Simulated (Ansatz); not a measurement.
**Computing U for Cu and Gd in GdCuN2**

Aim: a Hubbard U for Cu and Gd in GdCuN2 from linear response.

Program: Ansatz 0.2.0. Level of theory: functionals named at each step; plane waves, U on orthogonalised atomic orbitals unless named otherwise, collinear spin, no spin–orbit coupling. Results are calculated unless marked as measured.

Report form: the programs' logs are mostly left out.

**1. Starting point**

Symmetry: Amm2, No. 38, orthorhombic system. The conventional cell has a = 3.490 Å, b = 4.332 Å, c = 6.572 Å, α = 90.00°, β = 90.00°, γ = 90.00°. Gd has 8 N at 2.54 to 2.86 Å nearest. Nearest to Cu lie 4 N at 1.96 to 2.09 Å. Nearest to N lie 1 N at 1.44 Å and 2 Cu at 1.96 to 2.09 Å and 4 Gd at 2.54 to 2.86 Å. invented: TbFeC2 (Amm2) with Cu for Fe, Gd for Tb, N for C. Farther neighbours and most contacts between anions are not listed.

Coordinates:

```cif
data_structure
_symmetry_space_group_name_H-M 'P 1'
_symmetry_Int_Tables_number 1
_cell_length_a 3.4902
_cell_length_b 3.9355
_cell_length_c 3.9355
_cell_angle_alpha 66.783
_cell_angle_beta 90.000
_cell_angle_gamma 90.000
_cell_volume 49.68
loop_
_atom_site_label
_atom_site_type_symbol
_atom_site_fract_x
_atom_site_fract_y
_atom_site_fract_z
_atom_site_occupancy
Gd1 Gd 0.00000 0.01570 0.01570 1
Cu2 Cu 0.50000 0.39025 0.39025 1
N3 N 0.50000 0.52315 0.85590 1
N4 N 0.50000 0.85590 0.52315 1
```

This cell was built for the study (invented: TbFeC2 (Amm2) with Cu for Fe, Gd for Tb, N for C), not taken from an experiment; the compound need not form in this structure.

The cell was relaxed beforehand in Ansatz under PBEsol with U = 7.2 eV on Cu d and U = 7.2 eV on Gd f, ortho-atomic projectors, from parallel moments.

**2. The magnetic state**

The response depends on the magnetic state, so a state is chosen first, with a typed U.

3 starts were run under PBE with U = 6.12 eV on Cu d and U = 6.12 eV on Gd f, ortho-atomic projectors; the lowest per atom is taken, and its run is shown. Energies are taken at zero occupation width.

Contents of input.yaml:

```yaml
crystal:
  lattice:
    - [3.490164926, 0.0, 0.0]
    - [0.0, 4.331811532, 6.57164917]
    - [0.0, 0.0, 6.57164917]
  atoms:
    - { symbol: Gd, position: [0.0, 0.0, 0.015696682], spin: 7.0 }
    - { symbol: Gd, position: [0.0, 0.5, 0.015696682], spin: -7.0 }
    - { symbol: Cu, position: [0.5, 0.0, 0.390245717], spin: 1.0 }
    - { symbol: Cu, position: [0.5, 0.5, 0.390245717], spin: -1.0 }
    - { symbol: "N", position: [0.5, 0.8336244525, 0.855904303] }
    - { symbol: "N", position: [0.5, 0.3336244525, 0.855904303] }
    - { symbol: "N", position: [0.5, 0.1663755475, 0.523153208] }
    - { symbol: "N", position: [0.5, 0.6663755475, 0.523153208] }
magnetization:
  spin_polarized: true
kpoints:
  mp_grid: { grid: [7, 7, 7] }
hamiltonian:
  xc: pbe
  hubbard:
    sites:
      - { species: Cu, l: d, u_eff: 6.12 }
      - { species: Gd, l: f, u_eff: 6.12 }
    projectors: ortho-atomic
scf:
  occupations: { method: fermi_dirac, width: 0.05 }
output:
  eigenvalues: true
  write_density: true
  write_potential: true
  elf: true
  volumetric_format: npy
```

Launch:

```console
$ ansatz run input.yaml --threads 4 --pin off --max-ram 8192MiB --backend cpu --events-out ev --progress --plain --runs-dir out
```

It took 24 s on 4 threads of Arm Neoverse V2, shared host; peak memory 0.94 GiB.

```tsv
start	atoms	final state	energy (meV an atom)
parallel ++	4	ferromagnetic	0.4
compensated q=(0,1/2,1/2) +−+−	8	antiferromagnetic	0.0
compensated q=(1/2,0,1/2) +−+−	8	antiferromagnetic	1.0
```

Spin moment in the sphere by atom:

```tsv
atom	spin moment in the sphere (μB)
Gd1	6.96
Gd2	-6.96
Cu3	-0.01
Cu4	0.01
N5	0.01
N6	-0.01
N7	0.01
N8	-0.01
```

Spin density of the compensated q=(0,1/2,1/2) +−+− start:

Spin density in the bc plane at fractional x = 0.500, with atoms of Cu and N within 0.2 Å of it.

Values in units of 1e-2 e/Å³, 10 rows by 16 columns, each cell a mean:
```
 0.9  1.0  0.4 -1.0 -1.4  0.7  0.1 -0.4 -0.9 -1.0 -0.4  1.0  1.4 -0.7 -0.1  0.4
 0.3  0.5  0.6  0.2 -1.7 -2.2  0.2  0.0 -0.3 -0.5 -0.6 -0.2  1.7  2.2 -0.2  0.0
 0.0 -0.1  0.1  0.2  0.0 -0.8 -0.9 -0.2  0.0  0.1 -0.1 -0.2  0.0  0.8  0.9  0.2
 0.0 -0.1 -0.7 -0.2  0.1  0.1 -0.1 -0.1  0.0  0.1  0.7  0.2 -0.1 -0.1  0.1  0.1
 0.0  0.5  1.1  0.0 -0.1  0.2  0.4  0.2  0.0 -0.5 -1.1  0.0  0.1 -0.2 -0.4 -0.2
-0.5  0.0  1.1  2.8  1.3  0.2  0.4  0.9  0.5  0.0 -1.1 -2.8 -1.3 -0.2 -0.4 -0.9
-0.7 -0.7 -0.1  0.3  0.8  0.4  0.1  0.1  0.7  0.7  0.1 -0.3 -0.8 -0.4 -0.1 -0.1
-0.1 -0.3 -0.3 -0.1 -0.2 -0.3 -0.3 -0.1  0.1  0.3  0.3  0.1  0.2  0.3  0.3  0.1
 0.3  0.0 -0.1  0.0 -0.1 -0.4 -0.8 -0.8 -0.3  0.0  0.1  0.0  0.1  0.4  0.8  0.8
 1.0  0.5 -0.2 -0.3  0.3  0.0 -0.6 -1.1 -1.0 -0.5  0.2  0.3 -0.3  0.0  0.6  1.1
```
Columns run along b (7.9 Å), rows up along c (6.6 Å). Atoms in or near the plane, at fractional coordinates: Cu at (0.00, 0.39), Cu at (0.50, 0.39), N at (0.83, 0.86), N at (0.33, 0.86), N at (0.17, 0.52), N at (0.67, 0.52).

**3. PBE**

A run without U, to see what the plain functional makes of this start.

Contents of input.yaml:

```yaml
crystal:
  lattice:
    - [3.490164926, 0.0, 0.0]
    - [0.0, 4.331811532, 6.57164917]
    - [0.0, 0.0, 6.57164917]
  atoms:
    - { symbol: Gd, position: [0.0, 0.0, 0.015696682], spin: 7.7 }
    - { symbol: Gd, position: [0.0, 0.5, 0.015696682], spin: -7.7 }
    - { symbol: Cu, position: [0.5, 0.0, 0.390245717] }
    - { symbol: Cu, position: [0.5, 0.5, 0.390245717] }
    - { symbol: "N", position: [0.5, 0.8336244525, 0.855904303] }
    - { symbol: "N", position: [0.5, 0.3336244525, 0.855904303] }
    - { symbol: "N", position: [0.5, 0.1663755475, 0.523153208] }
    - { symbol: "N", position: [0.5, 0.6663755475, 0.523153208] }
magnetization:
  spin_polarized: true
kpoints:
  mp_grid: { grid: [8, 8, 8] }
hamiltonian:
  xc: pbe
scf:
  occupations: { method: fermi_dirac, width: 0.05 }
output:
  eigenvalues: true
```

Run time: 44 s. Hardware: 4 threads; peak memory 1.2 GiB.

Numbers from this step:

```yaml
magnetization: 0 μB
final_state: antiferromagnetic
largest_moment: 6.783 μB
```

**4. PBE, one cell**

The cheapest recipe shifts the site in the one cell.

Changes to input.yaml since step 3:

```diff
@@ -17,5 +17,10 @@
 kpoints:
-  mp_grid: { grid: [8, 8, 8] }
+  mp_grid: { grid: [5, 5, 5] }
 hamiltonian:
   xc: pbe
+  hubbard:
+    sites:
+      - { species: Cu, l: d, u_eff: linear-response }
+      - { species: Gd, l: f, u_eff: linear-response }
+    projectors: ortho-atomic
 scf:
```

It took 1.7 min on 4 threads; peak memory 0.74 GiB; 6.8 min of CPU time.

Bare and screened response, and U:

```tsv
site	electrons	χ₀ (1/eV)	χ (1/eV)	U (eV)
Gd1	7.219	-0.2474	-0.1154	4.59
Gd2	7.219	-0.2474	-0.1154	4.59
Cu3	9.583	-0.1479	-0.06129	9.49
Cu4	9.583	-0.1479	-0.06129	9.49
```

For Gd1 the on-site elements alone give 1/χ₀ − 1/χ = 4.62 eV, the inverses of the full matrices 4.50 eV, and the program reports 4.59 eV, after an interpolation towards a dense mesh that it makes on unshifted meshes and on single cells of several shells. The state, moments and gap printed next belong to the closing SCF at this U.

Numbers from this step:

- magnetization: 0 μB
- final state: antiferromagnetic
- largest moment: 6.947 μB

U on Cu is 9.49 eV. All images of the site are shifted together here, so the value is not converged.

**5. PBE, q-mesh 2×2×2**

A mesh of wavevectors stands for a supercell in which the shifted site is farther from its images.

Changes to input.yaml since step 4:

```diff
@@ -17,3 +17,3 @@
 kpoints:
-  mp_grid: { grid: [5, 5, 5] }
+  mp_grid: { grid: [6, 4, 8] }
 hamiltonian:
@@ -25,2 +25,3 @@
     projectors: ortho-atomic
+    lr: { qmesh: [2, 2, 2] }
 scf:
```

It took 11 min on 4 threads; peak memory 1.8 GiB.

The run was stopped unfinished when the time set aside for it ran out, so what it printed is not taken as a result.

**6. PBE, one cell**

This input is changed on purpose, to see how the response run answers a poor choice.

Changes to input.yaml since step 5:

```diff
@@ -17,3 +17,3 @@
 kpoints:
-  mp_grid: { grid: [6, 4, 8] }
+  mp_grid: { grid: [7, 7, 7] }
 hamiltonian:
@@ -25,5 +25,6 @@
     projectors: ortho-atomic
-    lr: { qmesh: [2, 2, 2] }
+    lr: { d_alpha: 1.0 }
 scf:
   occupations: { method: fermi_dirac, width: 0.05 }
+  max_iter: 100
 output:
```

Run time: 8.2 min. Hardware: 4 threads; peak memory 1.2 GiB.

The cycle converged. A setting was moved off its sound value on purpose, so this run is a test.

The fault put into the input: a perturbation far outside the linear range.

It printed U = 9.48 eV for Cu, from a second pass in which the program cut the shift to 0.25 eV.

**7. PBE, shifted q-mesh 2×2×2**

A mesh of wavevectors stands for a supercell in which the shifted site is farther from its images; shifted off q = 0, it leaves out the wavevector at which all images move together.

Changes to input.yaml since step 6:

```diff
@@ -17,3 +17,3 @@
 kpoints:
-  mp_grid: { grid: [7, 7, 7] }
+  mp_grid: { grid: [8, 4, 8] }
 hamiltonian:
@@ -25,6 +25,5 @@
     projectors: ortho-atomic
-    lr: { d_alpha: 1.0 }
+    lr: { qmesh: [2, 2, 2], qmesh_shift: [0.5, 0.5, 0.5] }
 scf:
   occupations: { method: fermi_dirac, width: 0.05 }
-  max_iter: 100
 output:
```

The job ended after 8.2 min (4 threads; peak memory 3.7 GiB).

The run was stopped unfinished when the time set aside for it ran out, so what it printed is not taken as a result.

**8. Side by side**

3 further runs (PBE, one cell, self-consistent, PBE, q-mesh 2×2×2, with V and PBE, q-mesh 2×2×2, with ligand U) did not converge, ran out of time or were refused, and are not shown.

```tsv
run	k-mesh	state of the response	U(Cu) (eV)	U(Gd) (eV)	largest moment at that U (μB)	CPU time
PBE	8×8×8	-	0	0	6.78	2.9 min
PBE, one cell	5×5×5	chosen order	9.49	4.59	6.95	6.8 min
```

**9. Outcome**

```json
{
 "U(Cu)": "9.49 eV"
}
```

Linear response puts U for Cu in GdCuN2 at 9.5 eV (PBE, one cell); no second recipe is at hand, so this account does not test its convergence. On one cell a shifted site acts on its own images, and only a mesh of wavevectors or a supercell can show how far that value is converged. A d shell holds 9.58 electrons, nearly full: χ and χ₀ are then small, and U is a difference of large inverses that is not to be trusted. The magnetic states on which the responses were measured: chosen order; 3 starts finished among the 3 run to choose the order.

[Logs and program files are shortened in this print: banners, set-up blocks, solver, clock and traceback lines can be left out without a mark of their own.]

[Logs are printed without paths, hosts, clocks, repeated set-up lines and the standing remarks that a program may print on its own settings, such as how far it seeks lower states.]

[Hosts, paths, dates, database ids (printed as entryN), source tags and the programs' standing remarks are cut or masked in the printed files.]

[Where a cell is said to come from a database of computed structures, the database is the Materials Project.]
